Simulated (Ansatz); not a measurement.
# K on Cr(110): change of the work function, part 4 of 4

How does one ordered layer of K (top site) change the work function of Cr(110), and what dipole does each adsorbate carry?

Ansatz 0.2.0; plane-wave DFT, PBEsol, Ansatz PAW.

So far, work function, upper face (eV): step 2 (the clean slab) 4.84; step 3 (the covered slab) 1.85; step 5 (the covered slab, atoms frozen) 1.85; step 6 (the substrate alone) 4.86; step 7 (the adsorbate layer alone) 2.45.

**9. A changed input: efield.ramp_width = 0.04**

This step: plane-wave DFT, PBEsol, Ansatz PAW (Ansatz 0.2.0).

System of this step: KCr16 (K/Cr(110)). The cell holds 17 atoms: 16 Cr and 1 K. Its edges and angles: a = 4.988 Å, b = 4.988 Å, c = 27.439 Å, α = 90.0°, β = 90.0°, γ = 70.5°. Vacuum lies along c.

A run with a changed input: it repeats the earlier run at 0.25 ML with efield.ramp_width from 0.06 to 0.04; its output block differs too.

File input.yaml:

```yaml
crystal:
  lattice:
    - [4.0729350596, -2.88, 0.0]
    - [4.0729350596, 2.88, 0.0]
    - [0.0, 0.0, 27.4389010381]
  atoms:
    - { symbol: Cr, position: [0.0, 0.0, 0.3280014745] }
    - { symbol: Cr, position: [0.25, 0.25, 0.4022197359] }
    - { symbol: Cr, position: [0.0, 0.0, 0.4737275123] }
    - { symbol: Cr, position: [0.25, 0.25, 0.5411259371] }
    - { symbol: Cr, position: [0.0, 0.5, 0.3280014745] }
    - { symbol: Cr, position: [0.25, 0.75, 0.4022197359] }
    - { symbol: Cr, position: [0.0, 0.5, 0.4737275123] }
    - { symbol: Cr, position: [0.25, 0.75, 0.5411259371] }
    - { symbol: Cr, position: [0.5, 0.0, 0.3280014745] }
    - { symbol: Cr, position: [0.75, 0.25, 0.4022197359] }
    - { symbol: Cr, position: [0.5, 0.0, 0.4737275123] }
    - { symbol: Cr, position: [0.75, 0.25, 0.5411259371] }
    - { symbol: Cr, position: [0.5, 0.5, 0.3280014745] }
    - { symbol: Cr, position: [0.75, 0.75, 0.4022197359] }
    - { symbol: Cr, position: [0.5, 0.5, 0.4737275123] }
    - { symbol: Cr, position: [0.75, 0.75, 0.5411259371] }
    - { symbol: K, position: [0.25, 0.25, 0.6719985255] }
kpoints:
  mp_grid: { grid: [7, 7, 1] }
hamiltonian:
  xc: pbesol
scf:
  occupations: { method: fermi_dirac, width: 0.1 }
  convergence: { dr2_threshold: 1.0e-08 }
efield:
  axis: 3
  dipole_correction: true
  ramp_position: 0.97
  ramp_width: 0.04
relax:
  f_tol: 0.02
  max_steps: 60
  constraints: [{ sites: [0, 1, 4, 5, 8, 9, 12, 13] }]
output:
  bader: true
  dos: { projected: true, e_range: [-8, 4] }
  write_potential: true
  write_density: true
  volumetric_format: npy
```

Command:

```bash
$ ansatz run input.yaml --threads 4 --pin off --max-ram 6144MiB --backend cpu --events-out ev --progress --plain --runs-dir out
```

Output:

```text
[...]
Crystal: 17 atoms, lattice volume = 643.720 Å³
Basis set: ecut = 420 eV, 12603 PW (Γ), exchange–correlation on 72×72×384 points (8 copies of the dense FFT grid, shifted against one another)
Bands: 140, of which v1, the nominal top of the filled ones, is band 117 counted from 1 (116 counted from 0)
Symmetry: 4 space group operations
[...]
k-points: 16 of 49
[...]
SCF iter   1: F=—  HF=-55093.338046 eV  |F-HF|=—  |Δ(HF+E_count)|=         —  Δρ=1.29e-2  dr2=1.36e1  ethr=1.77e-3  p=0.398 e·Å  D=1.12e-1 V/Å  ΔV_dip=-3.07 eV  dr2_dipole=8.03e0  V_vac-E_F(+/−)=1.48/4.56 eV  ⟨swp⟩=8.2  Hψ=9589  notcnv=0
[...]
SCF iter  13: F=-55093.033507 eV  HF=-55093.033507 eV  |F-HF|=2.04e-10  |Δ(HF+E_count)|=   3.60e-9  Δρ=5.26e-7  dr2=3.58e-9  ethr=4.29e-12  p=0.355 e·Å  D=9.97e-2 V/Å  ΔV_dip=-2.73 eV  dr2_dipole=9.29e-10  V_vac-E_F(+/−)=2.28/5.02 eV  ⟨swp⟩=9.6  Hψ=17547  notcnv=0
SCF 1 converged in 13 iterations: F = -55093.033507 eV  dr2 = 3.58e-9
[...]
relax step   1: F+E_penalty+E_count = -55093.03350743 eV  Δ(F+E_penalty+E_count) = +0.000e0 eV  max|allowed force component| = 5.570e-1 eV/Å  Δτ_max = 0.0000 Å  (13 SCF iters, accepted)
[...]
SCF iter  10: F=-55093.091616 eV  HF=-55093.091616 eV  |F-HF|=3.21e-9  |Δ(HF+E_count)|=   4.93e-9  Δρ=7.34e-7  dr2=4.24e-9  ethr=4.29e-12  p=0.361 e·Å  D=1.01e-1 V/Å  ΔV_dip=-2.78 eV  dr2_dipole=2.49e-11  V_vac-E_F(+/−)=2.23/5.02 eV  ⟨swp⟩=11.2  Hψ=15334  notcnv=0
SCF 2 converged in 10 iterations: F = -55093.091616 eV  dr2 = 4.24e-9
relax step   2: F+E_penalty+E_count = -55093.09161615 eV  Δ(F+E_penalty+E_count) = -5.811e-2 eV  max|allowed force component| = 5.362e-1 eV/Å  Δτ_max = 0.0892 Å  (10 SCF iters, accepted)
SCF iter   1: F=—  HF=-55093.219969 eV  |F-HF|=—  |Δ(HF+E_count)|=         —  Δρ=5.08e-3  dr2=5.45e-1  ethr=1.42e-3  p=0.361 e·Å  D=1.01e-1 V/Å  ΔV_dip=-2.78 eV  dr2_dipole=1.25e-2  V_vac-E_F(+/−)=2.24/5.02 eV  ⟨swp⟩=4.0  Hψ=4502  notcnv=0
[...]
SCF iter  13: F=-55093.197602 eV  HF=-55093.197602 eV  |F-HF|=1.68e-9  |Δ(HF+E_count)|=  8.37e-10  Δρ=4.65e-7  dr2=2.17e-9  ethr=4.29e-12  p=0.378 e·Å  D=1.06e-1 V/Å  ΔV_dip=-2.92 eV  dr2_dipole=4.47e-12  V_vac-E_F(+/−)=2.09/5.01 eV  ⟨swp⟩=8.0  Hψ=13853  notcnv=0
SCF 3 converged in 13 iterations: F = -55093.197602 eV  dr2 = 2.17e-9
[...]
relax step   3: F+E_penalty+E_count = -55093.19760245 eV  Δ(F+E_penalty+E_count) = -1.060e-1 eV  max|allowed force component| = 4.065e-1 eV/Å  Δτ_max = 0.1955 Å  (13 SCF iters, accepted)
[...]
relax step   4: F+E_penalty+E_count = -55093.26192188 eV  Δ(F+E_penalty+E_count) = -6.432e-2 eV  max|allowed force component| = 1.917e-1 eV/Å  Δτ_max = 0.1993 Å  (11 SCF iters, accepted)
[...]
relax step   5: F+E_penalty+E_count = -55093.27337846 eV  Δ(F+E_penalty+E_count) = -1.146e-2 eV  max|allowed force component| = 1.066e-1 eV/Å  Δτ_max = 0.1882 Å  (12 SCF iters, accepted)
SCF iter   1: F=—  HF=-55093.277219 eV  |F-HF|=—  |Δ(HF+E_count)|=         —  Δρ=1.41e-3  dr2=6.26e-2  ethr=9.81e-5  p=0.415 e·Å  D=1.17e-1 V/Å  ΔV_dip=-3.20 eV  dr2_dipole=9.82e-3  V_vac-E_F(+/−)=1.80/5.00 eV  ⟨swp⟩=2.7  Hψ=3970  notcnv=0
[...]
SCF iter  11: F=-55093.276269 eV  HF=-55093.276269 eV  |F-HF|=2.84e-9  |Δ(HF+E_count)|=   1.54e-9  Δρ=6.40e-7  dr2=3.77e-9  ethr=4.29e-12  p=0.409 e·Å  D=1.15e-1 V/Å  ΔV_dip=-3.15 eV  dr2_dipole=2.36e-11  V_vac-E_F(+/−)=1.85/5.00 eV  ⟨swp⟩=10.9  Hψ=15285  notcnv=0
SCF 6 converged in 11 iterations: F = -55093.276269 eV  dr2 = 3.77e-9
relax step   6: F+E_penalty+E_count = -55093.27626909 eV  Δ(F+E_penalty+E_count) = -2.891e-3 eV  max|allowed force component| = 1.306e-2 eV/Å  Δτ_max = 0.0596 Å  (11 SCF iters, accepted)
[...]
SCF converged after 11 iterations
Free energy (F): -55093.276269 eV
[...]
Internal energy: -55092.646942 eV  (E = F + TS)
E sigma→0 (E₀):  -55092.961606 eV
Entropy (-TS):   -0.629327 eV (-37.019 meV/atom)
Fermi energy:    3.696316 eV
Dipole field:    D = 0.114832 V/Å  (p = 0.408506 e·Å, saw-weighted, corrected)
Work function:   Φ+ = 1.8515 eV   Φ− = 5.0024 eV
[...]
--- Forces (eV/Å), atoms counted from 1 ---
  atom   1  Cr     0.00350373     0.00000000     0.94792158
  atom   2  Cr     0.00000000     0.00000000    -0.95190418
  atom   3  Cr    -0.00704601     0.00000000     0.00511521
  atom   4  Cr     0.00000000     0.00000000    -0.00026833
  atom   5  Cr     0.00000000     0.00793110     0.95418335
  atom   6  Cr     0.00000000     0.00000000    -0.93404504
  atom   7  Cr     0.00000000    -0.00844350     0.00934855
  atom   8  Cr     0.00000000     0.00000000     0.00090411
  atom   9  Cr     0.00000000    -0.00793110     0.95418335
  atom  10  Cr     0.00000000     0.00000000    -0.93404504
  atom  11  Cr     0.00000000     0.00844350     0.00934855
  atom  12  Cr     0.00000000     0.00000000     0.00090411
  atom  13  Cr    -0.00350373     0.00000000     0.94792158
  atom  14  Cr     0.00000000     0.00000000    -1.00124680
  atom  15  Cr     0.00704601     0.00000000     0.00511521
  atom  16  Cr     0.00000000     0.00000000    -0.00040200
  atom  17  K      0.00000000     0.00000000    -0.01305819
  max |Σ_I F_I| component: 2.40e-5 eV/Å
--- Band table (eV; the first three rows and the last of 16) ---
  k-point 0: bands = [... 113 lower, 4.1871, 4.1907, 4.2378, 4.3084, 4.3275, 4.3512, 4.4825, 4.5087, ... 19 higher]
  k-point 1: bands = [... 113 lower, 3.9313, 3.9997, 4.0639, 4.0913, 4.1386, 4.2298, 4.4259, 4.4537, ... 19 higher]
  k-point 2: bands = [... 113 lower, 3.4126, 3.5008, 3.5809, 3.7668, 4.0902, 4.1778, 4.2218, 4.2566, ... 19 higher]
  k-point 15: bands = [... 113 lower, 3.1221, 3.2012, 3.2881, 3.2985, 3.3213, 3.3659, 3.3661, 3.5624, ... 19 higher]
--- Relaxed structure (6 steps of the walk, 6 accepted, 0 SCFs on fresh bases) ---
  F+E_penalty+E_count = -55093.27626909 eV   max|allowed force component| = 1.306e-2 eV/Å
  atoms:
    - { symbol: Cr, position: [0.0, 0.0, 0.328001] }
    - { symbol: Cr, position: [0.250000, 0.250000, 0.402220] }
    - { symbol: Cr, position: [-0.00143296, -0.00143296, 0.473781] }
    - { symbol: Cr, position: [0.250000, 0.250000, 0.539773] }
    - { symbol: Cr, position: [0.0, 0.500000, 0.328001] }
    - { symbol: Cr, position: [0.250000, 0.75, 0.402220] }
    - { symbol: Cr, position: [-0.000817449, 0.500817, 0.473674] }
    - { symbol: Cr, position: [0.250000, 0.75, 0.542497] }
    - { symbol: Cr, position: [0.500000, 0.0, 0.328001] }
    - { symbol: Cr, position: [0.75, 0.250000, 0.402220] }
    - { symbol: Cr, position: [0.500817, -0.000817449, 0.473674] }
    - { symbol: Cr, position: [0.75, 0.250000, 0.542497] }
    - { symbol: Cr, position: [0.500000, 0.500000, 0.328001] }
    - { symbol: Cr, position: [0.75, 0.75, 0.402220] }
    - { symbol: Cr, position: [0.501433, 0.501433, 0.473781] }
    - { symbol: Cr, position: [0.75, 0.75, 0.543159] }
    - { symbol: K, position: [0.250000, 0.250000, 0.649679] }
--- Bader charges: 17 sites ---
  site symbol  charge [e]  shift [e]
     0     Cr     -0.0299     0.0000
     1     Cr      0.0239     0.0001
     2     Cr      0.0352     0.0002
     3     Cr     -0.1911     0.0001
     4     Cr     -0.0291     0.0000
     5     Cr      0.0258     0.0001
     6     Cr      0.0305     0.0002
     7     Cr     -0.1766     0.0001
     8     Cr     -0.0291     0.0000
     9     Cr      0.0258     0.0001
    10     Cr      0.0305     0.0002
    11     Cr     -0.1767     0.0001
    12     Cr     -0.0299     0.0000
    13     Cr      0.0299     0.0001
    14     Cr      0.0352     0.0002
    15     Cr     -0.1603     0.0001
    16      K      0.5860     0.0000
  estimated error of the sums over rays = 6.8e-4 e
```

Elapsed: 8 min, on 4 threads of Arm Neoverse V1, shared host; peak memory 2.8 GiB; 31 min of CPU time.

The steps of the relaxation:

| step | energy less that of the first step (eV) | largest force component (eV/Å) |
| --- | --- | --- |
| 1 | 0.0000 | 0.5570 |
| 2 | -0.0581 | 0.5362 |
| 3 | -0.1641 | 0.4065 |
| 4 | -0.2284 | 0.1917 |
| 5 | -0.2399 | 0.1066 |
| 6 | -0.2428 | 0.0131 |

The run keeps the 4 symmetry operations that the program found, so distortions that break them were not tested.

The atoms that moved most (Å):

| atom | dx | dy | dz | length |
| --- | --- | --- | --- | --- |
| K17 | 0.000 | 0.000 | -0.612 | 0.612 |
| Cr16 | 0.000 | 0.000 | 0.056 | 0.056 |
| Cr12 | 0.000 | 0.000 | 0.038 | 0.038 |
| Cr8 | 0.000 | 0.000 | 0.038 | 0.038 |
| Cr4 | 0.000 | 0.000 | -0.037 | 0.037 |
| Cr15 | 0.012 | 0.000 | 0.001 | 0.012 |
| Cr3 | -0.012 | 0.000 | 0.001 | 0.012 |

The relaxed structure:

```xyz
17
Lattice="4.0729 -2.8800 0.0000 4.0729 2.8800 0.0000 0.0000 0.0000 27.4389" Properties=species:S:1:pos:R:3
Cr    0.0000    0.0000    9.0000
Cr    2.0365    0.0000   11.0365
Cr   -0.0117    0.0000   13.0000
Cr    2.0365    0.0000   14.8108
Cr    2.0365    1.4400    9.0000
Cr    4.0729    1.4400   11.0365
Cr    2.0365    1.4447   12.9971
Cr    4.0729    1.4400   14.8855
Cr    2.0365   -1.4400    9.0000
Cr    4.0729   -1.4400   11.0365
Cr    2.0365   -1.4447   12.9971
Cr    4.0729   -1.4400   14.8855
Cr    4.0729    0.0000    9.0000
Cr    6.1094    0.0000   11.0365
Cr    4.0846    0.0000   13.0000
Cr    6.1094    0.0000   14.9037
K     2.0365    0.0000   17.8265
```

Read from the output:

| Property | Result |
| --- | --- |
| energy at zero smearing | -55092.9616 eV |
| work function, upper face | 1.851 eV |
| work function, lower face | 5.002 eV |
| dipole along the normal | 0.4085 e·Å |
| step between the vacuum levels | -3.151 eV |

The density of states has structure finer than the step of the table below, so its rows give means over 0.25 eV. Peaks (eV: height): -2.230: 46.9, -1.920: 38.3, -1.860: 42.2, -1.650: 38.9, -1.320: 36.7, 0.870: 41.0, 1.020: 44.3.

Table of density of states by energy, zero at the Fermi level; means over each step:

| energy (eV) | density of states (states/eV a cell) |
| --- | --- |
| -7.75 | 0 |
| -7.50 | 0.0667 |
| -7.25 | 0.861 |
| -7.00 | 0.908 |
| -6.75 | 0.920 |
| -6.50 | 0.962 |
| -6.25 | 1.07 |
| -6.00 | 1.63 |
| -5.75 | 1.95 |
| -5.50 | 2.02 |
| -5.25 | 2.99 |
| -5.00 | 2.40 |
| -4.75 | 2.93 |
| -4.50 | 5.77 |
| -4.25 | 10.1 |
| -4.00 | 15.0 |
| -3.75 | 15.0 |
| -3.50 | 18.0 |
| -3.25 | 19.2 |
| -3.00 | 18.4 |
| -2.75 | 15.8 |
| -2.50 | 16.7 |
| -2.25 | 30.6 |
| -2.00 | 26.7 |
| -1.75 | 30.2 |
| -1.50 | 28.1 |
| -1.25 | 28.2 |
| -1.00 | 26.3 |
| -0.75 | 22.1 |
| -0.50 | 15.1 |
| -0.25 | 16.0 |
| 0.00 | 18.7 |
| 0.25 | 22.6 |
| 0.50 | 30.4 |
| 0.75 | 34.8 |

Projected DOS per atom over height of the atomic layer and energy from the Fermi level. Layers: Cr4 Cr4 Cr4 Cr4 K from below.

Ten even steps from '0' (0.00 states/eV) to '9' (2.59 states/eV), each cell a mean:
```
99982
76562
53251
52141
73350
85480
76571
67660
36740
34430
35440
14520
14520
01110
00000
00000
00000
00000
00000
00000
00000
00000
```
Columns: height of the atomic layer (Å) from 9 to 17.8 (not evenly spaced); rows upwards: energy from the Fermi level (eV) from -7.96 to 1.04.

| quantity | this run | earlier run | difference |
| --- | --- | --- | --- |
| work function, upper face (eV) | 1.851 | 1.852 | -1.8e-4 |
| work function, lower face (eV) | 5.002 | 5.002 | 1.6e-5 |
| dipole along the normal (e·Å) | 0.4085 | 0.4085 | 2.5e-5 |

Nothing in the table moves by 0.01 in its unit (for the dipole 0.5 % and 5e-5 e·Å).

**10. Varying the input: scf.initial_density.chi_scale = 0.1**

System of this step: Cr(110). The cell holds 4 atoms: 4 Cr. Cell: a = 2.494 Å, b = 2.494 Å, c = 24.109 Å, α = 90.0°, β = 90.0°, γ = 70.5°. Vacuum lies along c.

Another changed input: it repeats the earlier run at 0 ML with scf.initial_density.chi_scale to 0.1.

File input.yaml:

```yaml
crystal:
  lattice:
    - [2.0364675298, -1.44, 0.0]
    - [2.0364675298, 1.44, 0.0]
    - [0.0, 0.0, 24.1094025895]
  atoms:
    - { symbol: Cr, position: [0.0, 0.0, 0.3732983415] }
    - { symbol: Cr, position: [0.5, 0.5, 0.4577661138] }
    - { symbol: Cr, position: [0.0, 0.0, 0.5422338862] }
    - { symbol: Cr, position: [0.5, 0.5, 0.6267016585] }
kpoints:
  mp_grid: { grid: [13, 13, 1] }
hamiltonian:
  xc: pbesol
scf:
  occupations: { method: fermi_dirac, width: 0.1 }
  convergence: { dr2_threshold: 1.0e-08 }
  initial_density: { chi_scale: 0.1 }
efield:
  axis: 3
  dipole_correction: true
  ramp_position: 0.97
  ramp_width: 0.06
relax:
  f_tol: 0.02
  max_steps: 60
  constraints: [{ sites: [0, 1] }]
output:
  write_potential: true
  write_density: true
  volumetric_format: npy
```

Output:

```text
[...]
Crystal: 4 atoms, lattice volume = 141.402 Å³
Basis set: ecut = 420 eV, 2751 PW (Γ), exchange–correlation on 36×36×324 points (8 copies of the dense FFT grid, shifted against one another)
Bands: 34, of which v1, the nominal top of the filled ones, is band 28 counted from 1 (27 counted from 0)
Symmetry: 4 space group operations
k-points: 49 of 169
[...]
SCF iter   1: F=—  HF=-13401.616902 eV  |F-HF|=—  |Δ(HF+E_count)|=         —  Δρ=1.47e-1  dr2=3.74e1  ethr=3.10e-3  p=0.000 e·Å  D=2.81e-13 V/Å  ΔV_dip=-0.00 eV  dr2_dipole=7.46e-8  V_vac-E_F(+/−)=6.00/6.00 eV  ⟨swp⟩=9.8  Hψ=18306  notcnv=0
[...]
SCF iter  14: F=-13393.930133 eV  HF=-13393.930133 eV  |F-HF|=4.47e-10  |Δ(HF+E_count)|=   4.37e-9  Δρ=1.03e-6  dr2=2.47e-9  ethr=1.79e-11  p=-0.000 e·Å  D=-7.42e-8 V/Å  ΔV_dip=0.00 eV  dr2_dipole=3.22e-11  V_vac-E_F(+/−)=5.01/5.01 eV  ⟨swp⟩=8.8  Hψ=10014  notcnv=0
SCF 1 converged in 14 iterations: F = -13393.930133 eV  dr2 = 2.47e-9
[...]
relax step   1: F+E_penalty+E_count = -13393.93013294 eV  Δ(F+E_penalty+E_count) = +0.000e0 eV  max|allowed force component| = 1.038e0 eV/Å  Δτ_max = 0.0000 Å  (14 SCF iters, accepted)
Bands: 40, of which v1, the nominal top of the filled ones, is band 28 counted from 1 (27 counted from 0)
[...]
SCF iter   1: F=—  HF=-13394.167122 eV  |F-HF|=—  |Δ(HF+E_count)|=         —  Δρ=2.84e-2  dr2=4.05e0  ethr=3.10e-3  p=-0.000 e·Å  D=-1.04e-6 V/Å  ΔV_dip=0.00 eV  dr2_dipole=5.90e-1  V_vac-E_F(+/−)=5.00/5.00 eV  ⟨swp⟩=4.9  Hψ=5716  notcnv=0
[...]
SCF iter  12: F=-13394.036183 eV  HF=-13394.036183 eV  |F-HF|=4.85e-9  |Δ(HF+E_count)|=   1.35e-8  Δρ=6.55e-7  dr2=1.82e-9  ethr=1.79e-11  p=0.004 e·Å  D=4.75e-3 V/Å  ΔV_dip=-0.11 eV  dr2_dipole=4.09e-10  V_vac-E_F(+/−)=4.91/5.03 eV  ⟨swp⟩=9.5  Hψ=11505  notcnv=0
SCF 2 converged in 12 iterations: F = -13394.036183 eV  dr2 = 1.82e-9
[...]
relax step   2: F+E_penalty+E_count = -13394.03618269 eV  Δ(F+E_penalty+E_count) = -1.060e-1 eV  max|allowed force component| = 4.713e-1 eV/Å  Δτ_max = 0.1688 Å  (12 SCF iters, accepted)
[...]
SCF iter  11: F=-13394.055308 eV  HF=-13394.055308 eV  |F-HF|=3.81e-9  |Δ(HF+E_count)|=   2.77e-8  Δρ=1.59e-6  dr2=8.07e-9  ethr=1.79e-11  p=0.006 e·Å  D=7.88e-3 V/Å  ΔV_dip=-0.19 eV  dr2_dipole=5.19e-10  V_vac-E_F(+/−)=4.84/5.03 eV  ⟨swp⟩=8.3  Hψ=13272  notcnv=0
SCF 3 converged in 11 iterations: F = -13394.055308 eV  dr2 = 8.07e-9
relax step   3: F+E_penalty+E_count = -13394.05530755 eV  Δ(F+E_penalty+E_count) = -1.912e-2 eV  max|allowed force component| = 1.847e-2 eV/Å  Δτ_max = 0.0927 Å  (11 SCF iters, accepted)
[...]
SCF converged after 11 iterations
Free energy (F): -13394.055308 eV
[...]
Internal energy: -13393.902885 eV  (E = F + TS)
E sigma→0 (E₀):  -13393.979096 eV
Entropy (-TS):   -0.152423 eV (-38.106 meV/atom)
Fermi energy:    3.111211 eV
Dipole field:    D = 0.007912 V/Å  (p = 0.006183 e·Å, saw-weighted, corrected)
Work function:   Φ+ = 4.8436 eV   Φ− = 5.0343 eV
[...]
--- Forces (eV/Å), atoms counted from 1 ---
  atom   1  Cr     0.00000000     0.00000000     0.93592829
  atom   2  Cr    -0.00000000     0.00000000    -0.97016472
  atom   3  Cr     0.00000000     0.00000000     0.01574311
  atom   4  Cr     0.00000000     0.00000000     0.01846883
  max |Σ_I F_I| component: 2.45e-5 eV/Å
--- Band table (eV; the first three rows and the last of 49) ---
  k-point 0: bands = [... 24 lower, 2.1368, 2.1972, 2.2680, 2.3046, 3.0546, 3.3462, 3.9141, 3.9670, ... 8 higher]
  k-point 1: bands = [... 24 lower, 1.9653, 2.2026, 2.3628, 2.4983, 2.8261, 3.4498, 3.6229, 3.8299, ... 8 higher]
  k-point 2: bands = [... 24 lower, 1.8847, 2.0322, 2.3181, 2.6537, 2.8993, 2.9542, 3.7267, 3.8013, ... 8 higher]
  k-point 48: bands = [... 24 lower, 1.9500, 3.3049, 3.4730, 3.9480, 4.0692, 4.2948, 4.6134, 5.1260, ... 8 higher]
--- Relaxed structure (3 steps of the walk, 3 accepted, 0 SCFs on fresh bases) ---
  F+E_penalty+E_count = -13394.05530755 eV   max|allowed force component| = 1.847e-2 eV/Å
  atoms:
    - { symbol: Cr, position: [0.0, 0.0, 0.3732983415] }
    - { symbol: Cr, position: [0.500000, 0.500000, 0.4577661138] }
    - { symbol: Cr, position: [-3.040935e-18, -3.040935e-18, 0.539149] }
    - { symbol: Cr, position: [0.500000, 0.500000, 0.615855] }
```

It took 33 s on 4 threads; peak memory 0.53 GiB; 2.2 min of CPU time.

Step by step:

| step | energy less that of the first step (eV) | largest force component (eV/Å) |
| --- | --- | --- |
| 1 | 0.0000 | 1.0375 |
| 2 | -0.1061 | 0.4713 |
| 3 | -0.1252 | 0.0185 |

The run keeps the 4 symmetry operations that the program found, so distortions that break them were not tested.

The atoms that moved most (Å):

| atom | dx | dy | dz | length |
| --- | --- | --- | --- | --- |
| Cr4 | 0.000 | 0.000 | -0.262 | 0.262 |
| Cr3 | 0.000 | 0.000 | -0.074 | 0.074 |

Final coordinates:

```xyz
4
Lattice="2.0365 -1.4400 0.0000 2.0365 1.4400 0.0000 0.0000 0.0000 24.1094" Properties=species:S:1:pos:R:3
Cr    0.0000    0.0000    9.0000
Cr    2.0365    0.0000   11.0365
Cr    0.0000    0.0000   12.9986
Cr    2.0365    0.0000   14.8479
```

Read from the output:

```yaml
energy_at_zero_smearing: -13393.9791 eV
work_function_upper_face: 4.844 eV
work_function_lower_face: 5.034 eV
dipole_along_the_normal: 0.006183 e·Å
step_between_the_vacuum_levels: -0.1907 eV
```

| quantity | this run | earlier run | difference |
| --- | --- | --- | --- |
| work function, upper face (eV) | 4.844 | 4.844 | -1.8e-5 |
| work function, lower face (eV) | 5.034 | 5.034 | 1.1e-5 |
| dipole along the normal (e·Å) | 0.006183 | 0.006182 | 9.3e-7 |

Nothing in the table moves by 0.01 in its unit (for the dipole 0.5 % and 5e-5 e·Å). The run took 37 SCF cycles against 33.

First to last step the energy falls by 0.125 eV; the largest move, 0.26 Å, is that of Cr4. Judged within 0.08 Å, the space group went from Cmme to Cmm2.

**11. Results**

- work function of the clean face: 4.84 eV
- work function at 0.25 ML: 1.85 eV
- dipole per adsorbate at 0.25 ML, positive end outwards: 1.84 D
- step of the potential from the moved charge at 0.25 ML, upper less lower side, atoms held: -2.97 eV

**Reading.** K lowers the work function of Cr(110) at the lowest coverage, by 2.99 eV: the adsorbate layer has its positive end outwards. One coverage alone was completed, so no trend follows. The slab has 4 layers, at the tabulated experimental lattice constant, one starting site was run, and quantum-size effects of a slab this thin can reach one or two tenths of an eV. The main runs have no spin polarisation; a magnetic state could lie lower and would change these results.

[Long decimals in the printed logs are rounded to 6 places.]

[Logs are printed without paths, hosts, clocks, repeated set-up lines and the standing remarks that a program may print on its own settings, such as how far it seeks lower states.]

[Hosts, paths, dates, database ids (printed as entryN), source tags and the programs' standing remarks are cut or masked in the printed files.]

[Maps of the electrostatic potential energy from Ansatz leave out the sawtooth potential of an applied field or a dipole correction, so their vacuum need not be flat; planar profiles and work functions include it.]
